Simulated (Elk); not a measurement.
# Does GdRhPb3 carry moments in Elk?, part 2 of 2

Wanted: the moments of GdRhPb3 and the energy gained by spin polarisation.

Elk 11.2.3 (patched build); LDA (Perdew-Wang); all-electron APW+lo, Dirac cores, scalar-relativistic bands.

So far. Step 2 (Order 1, typed as ferro +): After 26 cycles the largest moment stands at 6.76 μB.

### Step 3. Order 2, typed as no spin polarisation

A run without seeds gives the energy of the state without moments.

elk.in reads:

```
tasks
  0

xctype
  3

rgkmax
  7.0

nempty
  8

swidth
  0.003

epsengy
  1e-05

maxscl
  100

lmaxi
  3

spincore
  .true.

sppath
  './'

avec
  -4.25948992806 4.25948992806 9.99919855009
  4.25948992806 -4.25948992806 9.99919855009
  4.25948992806 4.25948992806 -9.99919855009

atoms
  3
  'Gd.in'
  1
  0.0025952200 0.0025952200 0.0000000000   0.000000 0.000000 0.000000
  'Pb.in'
  3
  0.4140647300 0.4140647300 0.0000000000   0.000000 0.000000 0.000000
  0.2633481500 0.7633481500 0.5000000000   0.000000 0.000000 0.000000
  0.7633481500 0.2633481500 0.5000000000   0.000000 0.000000 0.000000
  'Rh.in'
  1
  0.6546447500 0.6546447500 0.0000000000   0.000000 0.000000 0.000000

ngridk
  8 8 8
```

On the command line:

```sh
$ OMP_NUM_THREADS=4 elk
```

Numbers of over 12 decimals in the logs are rounded to 6 here.

Output:

```text
Warning(init1): few empty states an atom for a second variation :    8.000000000
 they are its basis, with spin, DFT+U, afieldc (12 by default), in Hartree-Fock and RDMFT; 30 and more for pressures
Warning(gndstate): the lowest level lies among the core levels :   -2.505639260      -2.413609907
 is it the species file's wish, or a core state in the basis a second time?
Warning(gndstate): core states of species 2 leak from the muffin-tin :   0.6285763250E-02

--- INFO.OUT ---
┌─────────────────────────┐
│ Elk code version 11.2.3 │
└─────────────────────────┘

All units are atomic (Hartree, Bohr, etc.)

┌─────────────────────────────────────────────────┐
│ Ground-state run starting from atomic densities │
└─────────────────────────────────────────────────┘

Lattice vectors :
  -4.259489928       4.259489928       9.999198550
   4.259489928      -4.259489928       9.999198550
   4.259489928       4.259489928      -9.999198550

Species : 1 (Gd)
 parameters loaded from : Gd.in
 name : gadolinium
 nuclear charge    :   -64.00000000
 electronic charge :    64.00000000
 atomic mass :    286649.2145
 muffin-tin radius :    2.800000000
 number of radial points in muffin-tin :    697
 inner part over the whole radius :   0.9876862568E-02
 number on inner part of muffin-tin    :    499
 approximate nuclear radius :   0.9600684756E-04
 number of mesh points to nuclear radius :    256
 atomic positions (lattice), magnetic fields (Cartesian) :
  1 :   0.00000000  0.00000000  0.00000000    0.00000000  0.00000000  0.00000000

Species : 2 (Pb)
 parameters loaded from : Pb.in
 name : lead
 nuclear charge    :   -82.00000000
 electronic charge :    82.00000000
 atomic mass :    377702.4943
 muffin-tin radius :    2.453713366
 number of radial points in muffin-tin :    697
 inner part over the whole radius :   0.9899644119E-02
 number on inner part of muffin-tin    :    499
 approximate nuclear radius :   0.1047603524E-03
 number of mesh points to nuclear radius :    265
 atomic positions (lattice), magnetic fields (Cartesian) :
  1 :   0.41146951  0.41146951  0.00000000    0.00000000  0.00000000  0.00000000
  2 :   0.26075293  0.76075293  0.50000000    0.00000000  0.00000000  0.00000000
  3 :   0.76075293  0.26075293  0.50000000    0.00000000  0.00000000  0.00000000

Species : 3 (Rh)
 parameters loaded from : Rh.in
 name : rhodium
 nuclear charge    :   -45.00000000
 electronic charge :    45.00000000
 atomic mass :    187585.2511
 muffin-tin radius :    2.278448125
 number of radial points in muffin-tin :    597
 inner part over the whole radius :   0.9782965030E-02
 number on inner part of muffin-tin    :    423
 approximate nuclear radius :   0.8524867730E-04
 number of mesh points to nuclear radius :    214
 atomic positions (lattice), magnetic fields (Cartesian) :
  1 :   0.65204953  0.65204953  0.00000000    0.00000000  0.00000000  0.00000000

Total number of atoms per unit cell :    5
Total muffin-tin volume :    327.1422160
 ratio of muffin-tin to unit cell volume :   0.4508127772

Spin treatment :
 spin-polarised
 spin-polarised core states
 global magnetic field (Cartesian) :    0.000000000       0.000000000       0.000000000
 collinear magnetisation in z-direction

Number of Bravais lattice symmetries :   16
Number of crystal symmetries         :    8
Crystal has no inversion symmetry
Complex Hermitian eigensolver will be used

k-point grid :      8     8     8
k-point offset :    0.000000000       0.000000000       0.000000000
k-point set is reduced with full crystal symmetry group
Total number of k-points :      100

Muffin-tin radius times maximum |G+k| :    7.000000000
 using average radius
Maximum |G+k| for APW functions       :    2.813597956
Maximum (1/2)|G+k|²                   :    3.958166730
Maximum |G| for potential and density :    12.00000000
Constant for pseudocharge density :    8
 order of it for each species :   15  15  15
 order of it for pair densities of each species (exact exchange by exxq0 0: 15) :   12   9   7
Radial integration step length :    1

G-vector grid sizes :     45    45    45
Number of G-vectors :    21139

Maximum angular momentum used for
 APW functions            :    8
 outer part of muffin-tin :    6
 inner part of muffin-tin :    3

Number of empty states         :     40
Total number of valence states :    158
Total number of core states    :    278

Third-order local-orbitals added for an l without core states : T
Total number of local-orbitals :     97

Exchange-correlation functional :      3     0     0
 Perdew-Wang/Ceperley-Alder, Phys. Rev. B 45, 13244 (1992)
 gradient requirement :    0
 local density approximation (LDA)

Smearing type :    3
 Fermi-Dirac
Smearing width :   0.3000000000E-02
Effective electronic temperature (K) :    947.3250744

Mixing type :    3
 Broyden mixing, J. Phys. A: Math. Gen. 17, L317 (1984)

Kohn-Sham potential initialised from atomic data

┌──────────────────────────────┐
│ Self-consistent loop started │
└──────────────────────────────┘

┌─────────────────┐
│ Loop number : 1 │
└─────────────────┘

Energies :
 Fermi                       :     0.149545
 sum of occupied eigenvalues :     -48602.079950736
 electron kinetic            :      90412.726382906
 core electron kinetic       :      89558.115094998
 Coulomb                     :     -167681.99687777
 Coulomb potential           :     -136712.82864228
 nuclear-nuclear             :     -6837.1705069628
 electron-nuclear            :     -185123.67967718
 Hartree                     :      24278.853306369
 Madelung                    :     -99325.582556634
 xc potential                :     -2301.9776913640
 xc effective B-field        :      0.000000
 external B-field            :      0.000000
 exchange                    :     -1485.1019805883
 correlation                 :     -36.731024214524
 electron entropic           :    -0.46652175462757E-02
 total energy                :     -78791.108164887
 (external B-field energy excluded from total)

Density of states at Fermi energy :    145.6472408
 (states/Hartree/unit cell)

Estimated indirect band gap :   0.2260483979E-03
 from k-point 89 to k-point 6
Estimated direct band gap   :   0.3510791255E-02
 at k-point 41

Charges :
 core                        :    278.0000000
 valence                     :    77.00000000
 interstitial                :    7.766797371
 muffin-tins (core leakage)
  species : 1 (Gd)
   atom 1                    :    67.79993685     (  0.5357976875E-05)
  species : 2 (Pb)
   atom 1                    :    79.27407304     (  0.6673822774E-02)
   atom 2                    :    79.32212789     (  0.6675728298E-02)
   atom 3                    :    79.32212789     (  0.6675728298E-02)
  species : 3 (Rh)
   atom 1                    :    41.51493696     ( -0.4889945703E-05)
 total in muffin-tins        :    347.2332026
 total calculated charge     :    354.9789526
 total charge                :    355.0000000
 error                       :   0.2104742545E-01

Moments :
 interstitial                :  -0.1335251002E-17
 muffin-tins
  species : 1 (Gd)
   atom 1                    :   0.1769443095E-17
  species : 2 (Pb)
   atom 1                    :   0.2093826596E-17
   atom 2                    :  -0.5159549869E-17
   atom 3                    :  -0.5159549869E-17
  species : 3 (Rh)
   atom 1                    :  -0.2718221247E-17
 total in muffin-tins        :  -0.9174051295E-17
 total moment                :  -0.1050930230E-16

[... earlier loops left out ...]

┌──────────────────┐
│ Loop number : 27 │
└──────────────────┘

Energies :
 Fermi                       :     0.365939
 sum of occupied eigenvalues :     -48559.942759430
 electron kinetic            :      90322.349728351
 core electron kinetic       :      89562.207195068
 Coulomb                     :     -167613.42515303
 Coulomb potential           :     -136871.96806864
 nuclear-nuclear             :     -6837.1705069628
 electron-nuclear            :     -184827.69536586
 Hartree                     :      24051.440719791
 Madelung                    :     -99177.441118710
 xc potential                :     -2010.3244191365
 xc effective B-field        :      0.000000
 external B-field            :      0.000000
 exchange                    :     -1477.9089789691
 correlation                 :     -36.549519810288
 electron entropic           :    -0.26045120929693E-01
 total energy                :     -78805.559968581
 (external B-field energy excluded from total)

Density of states at Fermi energy :    1008.184860
 (states/Hartree/unit cell)

Estimated indirect band gap :   0.1714301375E-04
 from k-point 96 to k-point 77
Estimated direct band gap   :   0.1642996200E-03
 at k-point 2

Charges :
 core                        :    278.0000000
 valence                     :    77.00000000
 interstitial                :    10.01968296
 muffin-tins (core leakage)
  species : 1 (Gd)
   atom 1                    :    62.13599574     (  0.6732126494E-05)
  species : 2 (Pb)
   atom 1                    :    79.85496478     (  0.6285763250E-02)
   atom 2                    :    79.83568666     (  0.6280277764E-02)
   atom 3                    :    79.83568666     (  0.6280277764E-02)
  species : 3 (Rh)
   atom 1                    :    43.31798319     ( -0.4898315463E-05)
 total in muffin-tins        :    344.9803170
 total calculated charge     :    354.9800119
 total charge                :    355.0000000
 error                       :   0.1998806490E-01

Moments :
 interstitial                :  -0.5728046828E-18
 muffin-tins
  species : 1 (Gd)
   atom 1                    :  -0.1369289444E-17
  species : 2 (Pb)
   atom 1                    :   0.4575771686E-18
   atom 2                    :  -0.3949559061E-17
   atom 3                    :  -0.3949559061E-17
  species : 3 (Rh)
   atom 1                    :   0.9491093740E-18
 total in muffin-tins        :  -0.7861721024E-17
 total moment                :  -0.8434525707E-17

┌──────────────────────────────┐
│ Self-consistent loop stopped │
└──────────────────────────────┘

Warning : the lowest level lies among the core levels :   -2.505639260      -2.413609907

Warning : core states of species 2 leak from the muffin-tin :   0.6285763250E-02

Wrote STATE.OUT
```

The job ended after 9.6 min (4 threads of Arm Neoverse V2, shared host; peak memory 0.52 GiB; 38 min of CPU time).

The spin moment in the muffin-tin sphere vanishes on all atoms.

Numbers from this step:

```
final state : non-magnetic
```

It lies 6432 meV a seeded atom over the first start.

### Step 4. An attempt with other settings

A slip in the input shows what the program catches and what it lets pass.

elk.in reads:

```
tasks
  0

xctype
  3

rgkmax
  7.0

nempty
  8

swidth
  0.003

reducebf
  0.6

epsengy
  1e-05

maxscl
  75

lmaxi
  3

spincore
  .true.

spinpol
  .true.

ecutwfc
  40.0

sppath
  './'

avec
  -4.25948992806 4.25948992806 9.99919855009
  4.25948992806 -4.25948992806 9.99919855009
  4.25948992806 4.25948992806 -9.99919855009

atoms
  3
  'Gd.in'
  1
  0.0025952200 0.0025952200 0.0000000000   0.000000 0.000000 -0.375000
  'Pb.in'
  3
  0.4140647300 0.4140647300 0.0000000000   0.000000 0.000000 0.000000
  0.2633481500 0.7633481500 0.5000000000   0.000000 0.000000 0.000000
  0.7633481500 0.2633481500 0.5000000000   0.000000 0.000000 0.000000
  'Rh.in'
  1
  0.6546447500 0.6546447500 0.0000000000   0.000000 0.000000 0.000000

ngridk
  8 8 8
```

On the command line:

```sh
$ OMP_NUM_THREADS=4 elk
```

Output:

```text
┌─────────────────────────────────┐
│ Elk code version 11.2.3 started │
└─────────────────────────────────┘

Error(readinput): invalid block name : ecutwfc
```

It took 0.01 s on 4 threads; peak memory 0.06 GiB.

The program refused the input before any cycle.

The program's message: “Error(readinput): invalid block name : ecutwfc”

The fault put into the input: a block that Elk doesn't know.

The block belongs to another program's input and has no meaning here.

### Step 5. The states side by side

These are free energies at a smearing of 0.0816 eV, so its entropy term is in the differences. They are divided by the number of seeded atoms, so that cells of unlike size compare.

Orders:

```csv
start,final state,typed order kept,energy over the lowest (meV a seeded atom),largest sphere moment (μB),net moment (μB a primitive cell),DOS at the Fermi level (states/eV a primitive cell),mesh matched,CPU time (s)
ferro +,ferromagnetic,yes,0,6.759,6.766,3.373,yes,2210
no spin polarisation,non-magnetic,-,6432,0,0,37.05,yes,2271
```

### Step 6. Summary of results

| Quantity | Value |
| --- | --- |
| lower run | with moments |
| largest site moment | 6.76 μB |
| energy gained by spin polarisation | 6432 meV a seeded atom |

In words: The crystal holds moments, up to 6.76 μB, and gains 6432 meV a seeded atom by them. No antiferromagnetic order was tried, so the session says nothing on how the moments order. The f shell is half filled, so the spin-only picture is fair.

[Logs and program files are shortened in this print: banners, set-up blocks, solver, clock and traceback lines can be left out without a mark of their own.]

[Logs are printed without paths, hosts, clocks, repeated set-up lines and the standing remarks that a program may print on its own settings, such as how far it seeks lower states.]

[Hosts, paths, dates, database ids (printed as entryN), source tags and the programs' standing remarks are cut or masked in the printed files.]

[Where a cell is said to come from a database of computed structures, the database is the Materials Project.]
